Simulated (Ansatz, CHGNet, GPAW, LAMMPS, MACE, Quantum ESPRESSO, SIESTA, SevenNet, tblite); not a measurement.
# Codes compared on liquid ethanol at 300 K (108 atoms)

Aim: run liquid ethanol at 300 K (108 atoms) in several programs and set results and cost side by side. A plane-wave run serves as the reference.

Program: Quantum ESPRESSO 7.5. Level of theory: Kohn-Sham DFT, PBE, SSSP efficiency 1.3.0 pseudopotentials, plane waves. Results are calculated unless marked as measured.

## Step 1: The structure

The cell holds 108 atoms: 24 C, 12 O and 72 H. Its edges and angles: a = 10.513 Å, b = 10.513 Å, c = 10.513 Å, α = 90.0°, β = 90.0°, γ = 90.0°. 12 ethanol placed at random, at 0.79 g/cm³; overlaps pushed apart, then 10 ps at 450 K with MMFF94 bonds, angles, torsions, charges and radii (Halgren, J. Comput. Chem. 17, 490 (1996)) in harmonic and 12-6 forms. Snapshot after 20 ps at 300 K and fixed volume.

## Step 2: Reference: Quantum ESPRESSO, plane waves

pw.in

```
&control
  calculation = 'scf'
  pseudo_dir = './pseudo'
  outdir = './tmp'
  disk_io = 'none'
  tprnfor = .true.
  tstress = .true.
/
&system
  ibrav = 0
  nat = 108
  ntyp = 3
  ecutwfc = 60
  ecutrho = 480
  nosym = .true.
  occupations = 'smearing'
  smearing = 'fd'
  degauss = 0.003675
/
&electrons
  conv_thr = 5.4e-07
  electron_maxstep = 100
  mixing_beta = 0.4
  mixing_mode = 'plain'
  diagonalization = 'david'
/
ATOMIC_SPECIES
C 12.011 C.upf
O 15.999 O.upf
H 1.008 H.upf
CELL_PARAMETERS angstrom
10.51326 0.00000 0.00000
0.00000 10.51326 0.00000
0.00000 0.00000 10.51326
ATOMIC_POSITIONS crystal
C 0.27544 0.29160 0.05408
C 0.30346 0.34257 0.92728
O 0.34876 0.47094 0.93940
H 0.35584 0.29179 0.12396
H 0.23112 0.19077 0.04516
H 0.20330 0.35362 0.08011
H 0.21840 0.35610 0.88054
H 0.36296 0.28283 0.85930
H 0.29639 0.50838 0.00616
C 0.95974 0.61083 0.83184
C 0.89950 0.49526 0.77299
O 0.87842 0.40512 0.86707
[... 92 atom lines left out ...]
H 0.50602 0.68195 0.01251
H 0.60969 0.46130 0.91378
H 0.55194 0.46735 0.06902
H 0.79883 0.46732 0.99388
K_POINTS gamma
```

Launch:

```bash
> OMP_NUM_THREADS=1 mpirun -np 2 pw.x -in pw.in > output.txt
```

The program printed:

```text
Program PWSCF
     gamma-point specific algorithms are used
     Parallelization info
     sticks:   dense  smooth     PW     G-vecs:    dense   smooth      PW
     Min        7534    3760    941               696074   246024   30721
     Max        7535    3761    944               696077   246033   30724
     Sum       15069    7521   1885              1392151   492057   61445
     bravais-lattice index     =            0
     lattice parameter (alat)  =      19.8672  a.u.
     unit-cell volume          =    7841.6746 (a.u.)^3
     number of atoms/cell      =          108
     number of atomic types    =            3
     number of electrons       =       240.00
     number of Kohn-Sham states=          144
     kinetic-energy cutoff     =      60.0000  Ry
[... lines left out ...]
     scf convergence threshold =      5.4E-07
[... lines left out ...]
     number of k points=     1  Fermi-Dirac smearing, width (Ry)=  0.0037
[... lines left out ...]
     total energy              =   -1026.44853210 Ry
[... lines left out ...]
     total energy              =   -1027.57625722 Ry
[... lines left out ...]
     total energy              =   -1027.57931868 Ry
[... lines left out ...]
     total energy              =   -1027.59552544 Ry
[... lines left out ...]
     total energy              =   -1027.59552650 Ry
[... lines left out ...]
   -22.4363 -22.4218 -22.1661 -22.1503 -21.8237 -21.7300 -21.7198 -21.4289
   -21.3802 -21.0658 -21.0498 -20.4814 -15.0115 -14.8849 -14.8358 -14.7721
   -14.7327 -14.6706 -14.6630 -14.5509 -14.4697 -14.3940 -14.2972 -14.0194
[...]
4.1345   4.2399   4.3416   4.5024   4.5773   4.6621   4.7488   4.9246
     4.9968   5.0561   5.1520   5.1955   5.2925   5.3801   5.3908   5.4812
     the Fermi energy is     0.5592 ev
!    total energy              =   -1027.59552663 Ry
     estimated scf accuracy    <       0.00000003 Ry
     smearing contrib. (-TS)   =       0.00000000 Ry
     internal energy E=F+TS    =   -1027.59552663 Ry
     The total energy is F=E-TS. E is the sum of the following terms:
     one-electron contribution =    -878.79585685 Ry
     hartree contribution      =     510.56797112 Ry
     xc contribution           =    -252.89723125 Ry
     ewald contribution        =    -144.45227095 Ry
     one-center paw contrib.   =    -262.01813870 Ry
     convergence has been achieved in  10 iterations
     Forces acting on atoms (cartesian axes, Ry/au):
     atom    1 type  1   force =     0.02759790   -0.13237025    0.01041732
     atom    2 type  1   force =     0.09510347    0.01001452   -0.03640238
     atom    3 type  2   force =     0.03732972   -0.01351000   -0.02999156
[...]
atom  107 type  3   force =    -0.01611848   -0.00114888    0.00610269
     atom  108 type  3   force =     0.02337836   -0.01887362   -0.00245521
     Total force =     0.568393     Total SCF correction =     0.000283
     Computing stress (Cartesian axis) and pressure
          total   stress  (Ry/bohr**3)                   (kbar)     P=       24.44
   0.00021063   0.00002665  -0.00002414           30.98        3.92       -3.55
   0.00002665   0.00017610  -0.00007866            3.92       25.91      -11.57
  -0.00002414  -0.00007866   0.00011161           -3.55      -11.57       16.42
     Message from routine punch:
     Nothing written, as per user request (disk_io='none')
```

The job ended after 1.7 min (2 MPI ranks of Arm Neoverse V2, shared host; peak memory 2.9 GiB; 3.4 min of CPU time).

Banners, paths, timers and routine set-up lines are dropped from the logs unmarked, and long logs keep their key lines alone; longer cuts are marked.

Numbers from this run:

* r.m.s. force component: 0.8119 eV/Å
* longest force: 3.692 eV/Å
* pressure: 2.444 GPa
* gap (highest filled to lowest empty level): 4.51 eV

## Step 3: Local order

Pair distribution functions g(r), in bins of 0.2 Å:

```csv
r (Å),total,H-H,H-C,H-O,C-C,C-O,O-O
0.90,0.83,0.00,0.00,5.65,0.00,0.00,0.00
1.10,4.12,0.00,13.35,1.02,0.00,0.00,0.00
1.30,0.13,0.00,0.00,0.00,0.00,2.54,0.00
1.50,0.76,0.00,0.00,0.00,8.37,7.05,0.00
1.70,1.23,2.42,0.00,1.06,0.00,0.00,0.00
1.90,0.70,0.56,0.87,1.31,0.00,0.00,0.00
2.10,1.38,0.64,2.58,2.25,0.00,0.00,0.00
2.30,0.84,0.92,1.10,0.11,0.00,1.75,0.00
2.50,0.95,1.52,0.21,0.94,0.00,1.60,0.00
2.70,0.80,0.96,0.29,1.46,0.00,0.00,6.19
2.90,0.69,0.77,0.57,0.89,0.00,0.37,2.28
3.10,0.84,1.11,0.69,0.89,0.00,0.16,0.00
3.30,0.77,0.77,0.64,1.19,0.00,1.19,0.00
3.50,0.96,1.10,0.74,1.05,0.26,1.73,0.00
3.70,0.77,0.60,0.94,0.90,0.59,1.29,0.00
3.90,0.97,1.03,0.89,0.92,1.07,1.15,0.44
4.10,0.92,0.96,0.94,0.82,1.04,0.85,0.00
4.30,1.08,1.02,0.99,1.21,2.27,0.77,0.69
4.50,1.04,0.94,1.14,1.10,0.95,1.26,0.96
4.70,1.16,1.15,1.21,1.01,1.60,0.73,2.03
4.90,1.12,1.13,1.24,0.80,1.21,1.27,0.81
5.10,1.09,1.13,1.10,0.91,1.29,1.06,0.99
```

Bonds by pair of elements; cutoffs follow the first minimum of g(r), held within bounds set by covalent radii, and pairs that aren't listed don't count as bonded:

```csv
pair A-B,cutoff (Å),bonds,mean length (Å),spread (Å),shortest (Å),B about A,A about B
H-C,1.34,60,1.09,0.029,1.03,0.833,2.5
H-O,1.21,12,0.988,0.012,0.973,0.167,1
C-C,1.85,12,1.51,0.025,1.46,1,1
C-O,1.73,12,1.42,0.026,1.38,0.5,1
```

How many atoms have how many bonded neighbours:

```csv
element,mean,1,2,4
C,4,0,0,24
H,1,72,0,0
O,2,0,12,0
```

## Step 4: The ladder

The programs:
- CHGNet: machine-learned potential, published weights.
- GPAW 26.7.0: PAW with atomic orbitals (LCAO), plane waves or a real-space grid of spacing h.
- MACE: machine-learned potential, published weights.
- Quantum ESPRESSO 7.5: plane waves; labels (QE) give functional, pseudopotential set and cutoffs of waves/density.
- SIESTA 5.4.2: numerical atomic orbitals, whose automatically made sets are far from complete, with PseudoDojo norm-conserving potentials that we converted to its format (checked against plane waves on the same files for H, C, O, Si, Ge and Ca alone); labels give functional, basis size, energy shift and mesh cutoff.
- SevenNet: machine-learned potential, published weights.
- tblite 0.8.0: extended tight binding, driven from Python.

All use the same cell and atoms; the electronic-structure runs use the same k-mesh, and an electronic temperature of 580 K (0.05 eV) where levels are smeared.

Differences are against the plane-wave reference, forces as r.m.s. over components; share is that over the reference's r.m.s. force, slope the least-squares factor from reference forces to these. Total energies of different programs have different zeros and aren't compared.

```csv
run,"Δ force, r.m.s. (meV/Å)",share (%),slope,Δ pressure (GPa),Δ gap (eV),cores,CPU time,memory (GiB)
reference,-,-,-,-,-,2,3.4 min,2.9
CHGNet r2SCAN potential,207,25.5,0.879,-1.41,-,1,4.7 s,1.9
"GPAW LDA, LCAO dzp, h 0.18 Å",487,60.0,1.036,-,0.0389,2,59 s,1.2
"GPAW PBE, LCAO dzp, h 0.18 Å",323,39.8,1.078,-,0.312,2,66 s,1.2
"GPAW PBE, LCAO dzp, h 0.18 Å, other mixer settings",324,39.9,1.078,-,0.313,2,81 s,1.1
"GPAW PBE, LCAO sz(dzp), h 0.18 Å (coarse)",2105,259,1.474,-,0.847,1,22 s,0.83
MACE MPA-0 medium potential,95.3,11.7,0.982,0.433,-,1,8.3 s,1.4
"QE PBE, gbrv-1.5, 40/200 Ry",138,17.0,1.021,0.656,0.0132,2,81 s,0.95
"SIESTA PBE, DZ, shift 0.01 Ry, mesh 500 Ry (coarse)",463,57.0,1.147,2.47,0.415,2,70 s,0.99
"SIESTA PBE, DZP, shift 0.01 Ry, mesh 500 Ry",335,41.2,1.106,1.95,0.351,2,2.5 min,1.5
"SIESTA PBE, SZ, shift 0.02 Ry, mesh 500 Ry (coarse)",2066,254,1.485,15.0,0.611,1,48 s,0.61
"SIESTA PBE, SZP, shift 0.01 Ry, mesh 500 Ry (coarse)",1157,143,1.176,6.71,0.861,2,2 min,1.4
SevenNet l3i5 potential,84.7,10.4,0.999,0.0594,-,1,12 s,2.0
tblite GFN1-xTB,234,28.9,0.965,-1.55,-,1,1.9 s,0.16
tblite GFN2-xTB,259,31.9,0.912,-1.72,-,1,7.6 s,0.16
```

Rows marked coarse were listed beforehand as settings not expected to be converged; some can still land near the reference.

Times of the machine-learned potentials are mostly Python's start and the loading of weights.

CPU time is summed over cores on a shared host, where runs went side by side, so it is rough. Symmetry, cutoffs, thresholds, outputs and thread counts weren't matched or tuned between programs; memory under MPI is the largest rank's times the ranks.

Mean charges by element (e), by run and scheme:

```csv
run,scheme,C,O,H
"SIESTA PBE, DZP, shift 0.01 Ry, mesh 500 Ry",Hirshfeld,-0.03,-0.14,+0.03
tblite GFN1-xTB,Mulliken,+0.05,-0.59,+0.08
tblite GFN2-xTB,Mulliken,0.00,-0.48,+0.08
```

Within one program, basis, potentials and functional, energies share a zero. Each run against its twin at the usual cutoff or grid and solver:

```csv
run,twin,Δ energy (meV/atom),"Δ force, r.m.s. (meV/Å)",CPU time over the twin's
"GPAW PBE, LCAO dzp, h 0.18 Å, other mixer settings","LCAO dzp, h 0.18 Å",0,1.64,1.2
```

## Step 5: Summary of results

```yaml
reference_r_m_s_force_component: 0.812 eV/Å
nearest_in_forces: SevenNet l3i5 potential, 10 %
farthest_in_forces: GPAW PBE, LCAO sz(dzp), h 0.18 Å (coarse), 259 %
cheapest_electronic_structure_run_beside_the_reference: tblite GFN1-xTB, 1.9 s of CPU time
```

PBE on plane waves or a grid with other potentials, cutoffs or grids, coarse settings apart, differs from the reference by 17 % (QE PBE, gbrv-1.5, 40/200 Ry) of the r.m.s. force; potentials, valence shells or grid differ, and the table alone doesn't part them. The PBE runs in local orbitals, coarse settings apart, differ by 40 % (GPAW PBE, LCAO dzp, h 0.18 Å) to 41 % (SIESTA PBE, DZP, shift 0.01 Ry, mesh 500 Ry); basis, grid and potentials can all enter. Tight binding differs by 29 % (tblite GFN1-xTB) to 32 % (tblite GFN2-xTB); it is another model, with fitted parameters of its own, and the xTB methods hold dispersion. Machine-learned potentials differ by 10 % (SevenNet l3i5 potential) to 25 % (CHGNet r2SCAN potential); they were trained on other programs' data, some at another functional. Rows with another functional or a dispersion term differ by 60 % (GPAW LDA, LCAO dzp, h 0.18 Å), which mixes the change of model with differences of basis and potentials. Runs with settings chosen to be coarse differ by 57 % (SIESTA PBE, DZ, shift 0.01 Ry, mesh 500 Ry) to 259 % (GPAW PBE, LCAO sz(dzp), h 0.18 Å), their programs' other errors included. Of the electronic-structure runs that take under half the reference's CPU time, QE PBE, gbrv-1.5, 40/200 Ry comes nearest, at 17 % in 81 s against 3.4 min. At the same functional, gaps differ from the reference's 4.51 eV by between +0.01 and +0.86 eV. A likely cause of the wide gaps: compact atomic orbitals describe empty levels worse than filled ones. In pressure, SIESTA PBE, SZ, shift 0.02 Ry, mesh 500 Ry misses by +15.0 GPa, at the same functional. Charges hang on model, scheme and program or settings: among these rows the mean for O runs from -0.59 to -0.14 e. In the reference: filled and empty levels are parted by 4.51 eV (on the run's k-points); a semilocal functional tends to put such gaps too low. In a disordered cell it changes from sample to sample and from frame to frame. In the reference: By these cutoffs all C atoms have 4, all H atoms have 1 and all O atoms have 2 bonded neighbours. Periodic xTB results under one method name differ between programs and library versions. With short bonds to hydrogen, sets of potentials differ among themselves by several per cent in forces even at converged cutoffs, so the reference isn't exact here either. GBRV, made for solids, lies farthest in such cells, whatever the cutoff. The reference's pressure holds the uncorrected Pulay stress of its 60 Ry basis, so small pressure differences, and their order, may be the reference's own error. Machine-learned potentials mimic data converged in k, so the reference's own k-point error enters their differences. The network of contacts between molecules at the start is that of the classical potential that made the cell, and needn't be the one that DFT or experiment would give. The reference's PBE has no dispersion term, which matters for the binding between molecules or layers. The density was typed from a rule of thumb and may lie off the real one at this temperature. The electronic-structure runs sample only Γ, in a cell whose shortest periodic width is 11 Å.

[Also dropped from logs without a mark: logging warnings of Python, and SIESTA's first energy breakdown and zero terms.]

[Logs are printed without paths, hosts, clocks, repeated set-up lines and the standing remarks that a program may print on its own settings, such as how far it seeks lower states.]

[Hosts, paths, dates, database ids (printed as entryN), source tags and the programs' standing remarks are cut or masked in the printed files.]

[The MMFF94 radii named for the starting cell were scaled by 0.96; in molecules described by MMFF94, hydrogen bound to N, O or S took a small fixed 12-6 site in their place.]
